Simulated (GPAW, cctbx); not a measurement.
## Bonding in Zr3NbN as X-rays see it

Aim: compute the bonding part of the density of Zr3NbN, find which reflections carry it, and see how it biases an ordinary refinement.

The start was made by putting kin elements into a known structure type; the compound need not exist, or be stable, in this form. All numbers below are calculated.

**1. Find the equilibrium geometry**

The density hangs on the geometry, so cell and atoms are relaxed first, with the symmetry held. The cutoff is set higher than for the density because stress converges slowly with plane waves.

Settings: GPAW 26.7.0, PBE, 900 eV, 4×4×4 k-points, Fermi–Dirac width 0.1 eV, BFGS to 0.03 eV/Å.

```text
cell
1.0
     4.657000000    0.000000000    0.000000000
     0.000000000    4.657000000    0.000000000
     0.000000000    0.000000000    4.657000000
Nb Zr N
1 3 1
Direct
0.000000000 0.000000000 0.000000000
0.500000000 0.500000000 0.000000000
0.500000000 0.000000000 0.500000000
0.000000000 0.500000000 0.500000000
0.500000000 0.500000000 0.500000000
```

```console
$ OMP_NUM_THREADS=1 mpirun -n 4 gpaw python run.py > gpaw.log
```

```text
BFGS:    0      -44.027125        1.640618
BFGS:    1      -44.135289        1.443826
BFGS:    2      -44.478073        0.048307
BFGS:    3      -44.478353        0.004207
cell  4.4936 4.4936 4.4936  90.00 90.00 90.00
volume 90.734 A^3, largest force 0.000 eV/A, largest stress 0.04 GPa
```

After 3 steps the volume has changed by -10.2 % and the energy by -0.451 eV; the largest stress left is 0.04 GPa. It took 49 s on 4 cores of Arm Neoverse V2 (shared host), peak memory 0.97 GiB.

Relaxed structure: Pm-3m (no. 221), a = 4.4936 Å, b = 4.4936 Å, c = 4.4936 Å, α = 90.00°, β = 90.00°, γ = 90.00°.

| atom | mult. | x | y | z |
| --- | --- | --- | --- | --- |
| Nb1 | 1 | 0 | 0 | 0 |
| Zr1 | 3 | 1/2 | 1/2 | 0 |
| N1 | 1 | 1/2 | 1/2 | 1/2 |

**2. Density and charge transfer**

X-rays see the whole electron density, so the PAW density is rebuilt with its core regions. Subtracting spherical free atoms from the same code cancels the cores and leaves the deformation density Δρ, the part due to bonding.

Settings: PBE, 550 eV, 5×5×5 k-points, Fermi–Dirac width 0.1 eV; primitive cell of 5 atoms.

```console
$ OMP_NUM_THREADS=1 mpirun -n 4 gpaw python run.py > gpaw.log
```

```text
|iter:   1|       0s |  -48.354839 | +0.25 |       |
|iter:   2|       1s |  -46.657093 | -0.96 | -1.08 |
|iter:   3|       1s |  -44.204967 | -0.38 | -1.13 |
...
|iter:   9|       4s |  -44.090663c| -5.60 | -3.83 |
|iter:  10|       4s |  -44.090654c| -6.85 | -4.35c|
|iter:  11|       4s |  -44.090656c| -7.55c| -4.85c|
```

```text
grid (50, 50, 50)  electrons 168.000  moved by bonding 1.315 e
deformation density beyond 0.5 A of the nuclei: max 0.134, min -0.221 e/A^3
atom        x       y       z   Voronoi charge  moment
Nb1    0.0000  0.0000  0.0000      0.088       0.00
Zr2    0.5000  0.5000  0.0000      0.136       0.00
Zr3    0.5000  0.0000  0.5000      0.136       0.00
Zr4    0.0000  0.5000  0.5000      0.136       0.00
N 5    0.5000  0.5000  0.5000     -0.497       0.00
mean inner potential of superposed free atoms 25.237 V
total magnetic moment 0.000 muB
```

Deformation density in a plane through the shortest contact of the Zr atom at the origin, in 0.01 e/Å³ (clipped at ±99); x from -1.6 to 3.8 Å, y from 2.4 down to -2.4 Å:

```text
  3   3   0  -3  -6  -5  -3   1   3   2   1   1   2   3   2  -2
  2   4   4   2   0   0   3   4   4   1  -1  -1   1   3   4   3
  1   3   4   4   3   3   4   4   3   0  -2  -2   0   2   4   4
  1   1   1   1   2   2   1   1   1   1   1   1   1   1   1   1
  6   1  -3  -2   2   2  -3  -2   1   7   9   9   8   2  -1  -3
 10   3  -4  -2   .  -3  -3  -3   5  10  12   .  10   7  -2  -3
 11   6  -1   2   .   .   2  -2   8  13   .   .  13  10  -1   1
 10   3  -4  -2   .  -3  -3  -3   5  10  12   .  10   7  -2  -3
  6   1  -3  -2   2   2  -3  -2   1   7   9   9   8   2  -1  -3
  1   1   1   1   2   2   1   1   1   1   1   1   1   1   1   1
  1   3   4   4   3   3   4   4   3   0  -2  -2   0   2   4   4
  2   4   4   2   0   0   3   4   4   1  -1  -1   1   3   4   3
  3   3   0  -3  -6  -5  -3   1   3   2   1   1   2   3   2  -2
```

Atoms in or within 0.15 Å of the plane: Zr (0.0, 0.0), N (2.2, 0.0) Å. Dots mark points within about 0.45 Å of a nucleus; large values next to them are atomic features.

N gains most (-0.50 e) and Zr loses most (+0.14 e), as electronegativity suggests. Such charges fall far short of formal ones, since overlapping free atoms already put density on their neighbours. Along the shortest contact from the Zr atom at the map's origin, Zr–N at 2.25 Å, Δρ is +0.02 e/Å³ at the midpoint and highest, +0.13, 1.69 Å from Zr (points within 0.5 Å of a nucleus left out): little sits at the middle, as in a polar contact, whose build-up shifts to the more electronegative atom. At the midpoints of other shortest contacts it is +0.03 (Nb–Zr, 3.18 Å) and -0.02 (Zr–Zr, 3.18 Å) e/Å³. Point values carry grid noise of about 0.01 e/Å³. The run needed 11 iterations, 10 s.

**3. Structure factors**

The Fourier components of Δρ, added to those of the free atoms, give the static X-ray structure factors; the Mott–Bethe relation turns them into the Fourier components V of the potential that fast electrons feel.

```text
static structure factors of the conventional cell: F in electrons, V (Mott-Bethe) in volts
   h  k  l      d  |F| table  |F| free   |F| DFT   change   |V| free  |V| DFT  change %
   0  1  0  4.4936     4.758     4.794     5.116    0.321     1.230    0.902    -26.7
   0  1  1  3.1775     6.386     6.329     6.455    0.126     0.852    0.788     -7.5
   1  1  1  2.5944   123.086   123.030   122.223   -0.806    10.530   10.804      2.6
   0  2  0  2.2468   126.496   126.353   126.104   -0.250    10.620   10.684      0.6
   0  2  1  2.0096     3.092     3.083     3.390    0.307     0.595    0.532    -10.5
   1  2  1  1.8345     4.210     4.207     4.233    0.025     0.645    0.640     -0.7
   0  2  2  1.5887   109.778   109.838   110.064    0.226     7.416    7.387     -0.4
   1  2  2  1.4979     2.341     2.344     2.184   -0.160     0.414    0.432      4.4
   0  3  0  1.4979     2.341     2.344     2.288   -0.056     0.414    0.421      1.5
   0  3  1  1.4210     3.256     3.265     3.241   -0.024     0.483    0.485      0.5
   1  3  1  1.3549    96.208    96.371    96.504    0.133     5.344    5.332     -0.2
   2  2  2  1.2972    99.135    99.317    99.445    0.128     5.838    5.827     -0.2
   0  3  2  1.2463     1.922     1.915     1.866   -0.049     0.321    0.324      1.2
   1  3  2  1.2010     2.756     2.782     2.765   -0.017     0.380    0.381      0.3
```

The largest X-ray change is -0.81 e on 111, 0.7 % of |F|. For electrons V goes as (Z − F)/g², so a change of F counts against Z − F, which is small at low angle and wherever the atoms' terms cancel: |V| of 010 moves by -26.7 % (1.23 to 0.90 V) against +6.7 % in |F|. The tabulated Hartree–Fock atoms differ from the free DFT atoms by up to 0.18 e, so the choice of reference atom matters too.

**4. The functional ladder**

The same geometry is run with other functionals, to see whether the bonding signal is larger than the spread between approximations. Free atoms are LDA for LDA and PBE otherwise; meta-GGAs and hybrids keep PBE cores. Any other changed setting is in the row's label.

| run | ΔF 111 (e) | ΔF 010 (e) | ΔF 021 (e) | q(N) (e) | moved (e) | time |
| --- | --- | --- | --- | --- | --- | --- |
| PBE | -0.806 | +0.321 | +0.307 | -0.497 | 1.315 | 10 s |
| LDA | -0.776 | +0.323 | +0.300 | -0.489 | 1.250 | 9.7 s |
| SCAN | -0.862 | +0.296 | +0.362 | -0.529 | 1.471 | 53 s |

At the base's settings ΔF(111) spans -0.862 to -0.776 e, a spread of 11 % of the PBE value; over the three listed reflections the spread is at most 20 %, so sign and size hold across the functionals. Times are from shared hosts.

**5. Refining ordinary atoms against data with bonding**

Routine crystallography fits spherical atoms. To see the bias, intensities are simulated from tabulated atoms plus the DFT change ΔF, so that bonding alone can misfit (6030 reflections of the full sphere, merged to the counts below, to 0.4 Å, 1 % proportional noise plus counting noise, assumed isotropic U as listed, Δρ smeared by the mean U) and refined with cctbx over different ranges.

| range | data | R1 | GooF | U Nb1 (true 0.0038) | U Zr1 (true 0.0039) | U N1 (true 0.0065) | largest shift (Å) | Δρ max, min (e/Å³) |
| --- | --- | --- | --- | --- | --- | --- | --- | --- |
| all data | 193 | 0.0036 | 1.12 | 0.0038 | 0.0039 | 0.0065 | 0.0000 | 0.41, -0.32 |
| low resolution, d > 0.84 | 30 | 0.0039 | 1.85 | 0.0039 | 0.0039 | 0.0067 | 0.0000 | 0.21, -0.17 |
| high order, d < 0.75 | 154 | 0.0035 | 0.94 | 0.0038 | 0.0039 | 0.0065 | 0.0000 | 0.26, -0.31 |
| occupancies free, d > 0.7 | 48 | 0.0034 | 1.47 | 0.0038 | 0.0039 | 0.0081 | 0.0000 | 0.13, -0.20 |

With all data GooF is 1.12, diluted by the many high-angle data; the misfit shows at low resolution; the top residual peak lies 0.00 Å from N and 2.25 Å from Zr, on the atom. No U is off by more than 3 s.u. at low resolution. Symmetry fixes every coordinate, so the shifts are zero by construction. With Nb1 held at 1 and the scale free, the other occupancies refine to Zr1 1.002(0.001) and N1 1.034(0.011), on sites that are all full: they absorb part of the misfit, and only ratios to the fixed site mean anything.

**6. Answer**

Bonding moves 1.31 e in the primitive cell of Zr3NbN and changes the structure factors of the conventional cell in the table above by at most 0.81 e (111, 0.7 %), and among reflections above 2 % of the strongest by up to 10.0 % (021). The shortest bond, Zr–N, has Δρ = +0.02 e/Å³ at its midpoint, low for a shared bond; with the charge transfer this is a polar contact. At the base's settings ΔF(111) spans -0.862 to -0.776 e, a spread of 11 % of the PBE value; over the three listed reflections the spread is at most 20 %, so sign and size hold across the functionals. With all data GooF is 1.12, diluted by the many high-angle data. Limits: static density, frozen cores, no spin–orbit coupling.

[Outputs are excerpts: Python notices, other lines and further rows are left out; steps that failed or that the build refused (PBEsol, TPSS) are not shown.]

[Logs are printed without paths, hosts, clocks, repeated set-up lines and the standing remarks that a program may print on its own settings, such as how far it seeks lower states.]
